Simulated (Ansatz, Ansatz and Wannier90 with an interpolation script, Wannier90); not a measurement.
An input for Ansatz 0.2.0 (GaN (F-43m)):

```yaml
crystal:
  lattice:
    - [0.0, 2.25350061, 2.25350061]
    - [2.25350061, 0.0, 2.25350061]
    - [2.25350061, 2.25350061, 0.0]
  atoms:
    - { symbol: Ga, position: [0.0, 0.0, 0.0] }
    - { symbol: "N", position: [0.25, 0.25, 0.25] }
kpoints:
  mp_grid: { grid: [8, 8, 8] }
hamiltonian:
  xc: lda
scf:
  occupations: { method: fixed }
gw:
  n_empty_bands: 105
  ecut_chi: 160.0
  qp_bands: [v3, c1]
  screening: { model: contour_deformation }
```

```sh
ansatz run input.yaml --threads 12 --pin off --max-ram 22118MiB --backend cpu --events-out ev --progress --plain --runs-dir out
```

Question: Estimate wall time and host memory on 12 threads of Arm Neoverse V2, shared host.

It took 1.9 min; on shared hardware allow 58 s to 3.9 min. Peak host memory was 0.63 GiB. The sizes that set the cost: 459 plane waves a state, 29 irreducible k points, 114 bands summed, 113 plane waves in the screening and 6 SCF cycles.

The screening grows as filled bands × empty bands × pairs of k points, times the square of the screening basis for the matrix.

[Paths, hosts, dates, memory and timing lines, banners, echoed tables and standing remarks are left out of the program output.]

[Logs are printed without paths, hosts, clocks, repeated set-up lines and the standing remarks that a program may print on its own settings, such as how far it seeks lower states.]

[Runs of the session that timed out or met a known fault of the program may be left out.]

[Hosts, paths, dates, database ids (printed as entryN), source tags and the programs' standing remarks are cut or masked in the printed files.]
